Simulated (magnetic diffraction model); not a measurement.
## Solving a magnetic structure from powder neutron data: ErMoS4I

Space group P2_1/c (no. 14), a = 6.7600 Å, b = 15.9620 Å, c = 8.5760 Å, β = 113.29°.

| site | atom | x | y | z |
| --- | --- | --- | --- | --- |
| 4e | Er | 0.3608 | 0.5512 | 0.6962 |
| 4e | I | 0.5412 | 0.6005 | 0.4700 |
| 4e | Mo | 0.0793 | 0.8574 | 0.6312 |
| 4e | S | 0.7716 | 0.6507 | 0.9174 |
| 4e | S | 0.7994 | 0.2795 | 0.2948 |
| 4e | S | 0.9950 | 0.0683 | 0.1586 |
| 4e | S | 0.3137 | 0.5677 | 0.0461 |

The compound is invented for this exercise: a known structure type with other elements, its cell scaled to their sizes and not relaxed.

Only Er is taken to order (form factors of Er3+); orders and moment sizes are assumed, and not adapted to the symmetry. Radiation: neutrons of λ = 1.909 Å, 5° to 30°; isotropic B of 0.45 Å² (Er), 0.43 Å² (I), 0.56 Å² (Mo) and 0.61 Å² (S). Simulated constant-wavelength pattern: nuclear and magnetic terms add, the magnetic one as |2.695 fm × Σ f S⊥ exp(2πi Q·r) exp(−B s²)|², summed over all Q at one angle with the factor 1/(sin²θ cos θ). For collinear order S is the moment m, which repeats by lattice and centring translations R with the sign exp(−2πi k·R). Free-ion form factors, Sears's scattering lengths of 1992, no absorption; a label names one of the reflections at its angle. The strongest nuclear line in the range is 100, and lines under 0.2 are left out.

Above the ordering temperature:

```csv
2θ (°),index,I
13.74,(0 2 0),80.2
15.53,(0 1 1),5.9
17.69,(1 0 0),1.7
18.97,(1 1 -1),16.7
18.99,(1 1 0),51.2
19.61,(0 2 1),3.8
22.45,(1 2 -1),47.3
22.46,(1 2 0),62.7
25.00,(0 3 1),34.8
26.59,(1 0 -2),38.9
27.32,(1 3 -1),100.0
27.33,(1 3 0),19.6
27.50,(1 1 -2),69.3
27.53,(1 1 1),75.8
27.68,(0 4 0),39.6
28.05,(0 0 2),0.9
28.91,(0 1 2),19.1
```

Below it (cell unchanged):

```csv
2θ (°),I
6.95,48.7
9.77,979.1
13.74,80.2
15.41,6.3
15.53,5.9
16.23,109.7
17.64,176.4
17.69,1.7
18.97,16.7
18.99,51.2
19.61,3.8
20.94,42.8
21.33,131.7
21.43,20.4
21.46,117.4
21.83,77.2
22.06,227.9
22.45,47.3
22.46,62.7
22.53,253.7
22.55,73.6
25.00,34.8
25.13,43.3
25.55,13.9
25.57,80.4
26.39,11.8
26.59,38.9
27.32,100.0
27.33,19.6
27.50,69.3
27.53,75.8
27.68,39.6
28.05,0.9
28.57,1.1
28.91,19.1
29.59,77.1
```
(The table stops after 36 lines; 2 more lie at higher angle.)

**Question.** Find the propagation vector, then choose among these models:
A. collinear moments along [110], 8.1 μB on Er; signs + at (0.3608, 0.5512, 0.6962), − at (0.3608, 0.9488, 0.1962), − at (0.6392, 0.4488, 0.3038), + at (0.6392, 0.0512, 0.8038)
B. collinear moments along [010], 8.1 μB on Er; signs + at (0.3608, 0.5512, 0.6962), − at (0.3608, 0.9488, 0.1962), + at (0.6392, 0.4488, 0.3038), − at (0.6392, 0.0512, 0.8038)
C. collinear moments along [010], 8.1 μB on Er; signs + at (0.3608, 0.5512, 0.6962), − at (0.3608, 0.9488, 0.1962), − at (0.6392, 0.4488, 0.3038), + at (0.6392, 0.0512, 0.8038)
D. collinear moments along [110], 8.1 μB on Er; signs + at (0.3608, 0.5512, 0.6962), − at (0.3608, 0.9488, 0.1962), + at (0.6392, 0.4488, 0.3038), − at (0.6392, 0.0512, 0.8038)

The new lines index as (0 0 1/2) at 6.95°, (0 1 1/2) at 9.77°, (0 2 1/2) at 15.41° and (1 0 -1/2) at 16.23°, that is as H ± k with k = (0 0 1/2). Half indices mean that the moments reverse under translations with k·R a half-integer, and the magnetic cell has twice the primitive volume.

Magnetic intensity, observed (below minus above) and for each model:

| 2θ (°) | index | observed | A | B | C | D |
| --- | --- | --- | --- | --- | --- | --- |
| 6.95 | (0 0 1/2) | 48.7 | 1672.7 | 48.7 | 1672.7 | 48.7 |
| 9.77 | (0 1 1/2) | 979.1 | 28.5 | 852.7 | 24.8 | 979.1 |
| 15.41 | (0 2 1/2) | 6.3 | 216.4 | 4.0 | 135.9 | 6.3 |
| 21.43 | (1 0 -3/2) | 20.4 | 137.3 | 22.3 | 150.5 | 20.4 |
| 22.06 | (0 1 3/2) | 227.9 | 70.3 | 224.2 | 69.2 | 227.9 |
| 22.53 | (1 1 -3/2) | 253.7 | 37.6 | 245.6 | 36.4 | 253.7 |
| 22.55 | (1 1 1/2) | 73.6 | 217.1 | 71.2 | 210.1 | 73.6 |
| 25.55 | (1 2 -3/2) | 13.9 | 93.7 | 21.8 | 146.8 | 13.9 |

Model D matches.

The structure used: k = (0 0 1/2), collinear moments along [110], 8.1 μB on Er; signs + at (0.3608, 0.5512, 0.6962), − at (0.3608, 0.9488, 0.1962), + at (0.6392, 0.4488, 0.3038), − at (0.6392, 0.0512, 0.8038).

[Logs are printed without paths, hosts, clocks, repeated set-up lines and the standing remarks that a program may print on its own settings, such as how far it seeks lower states.]
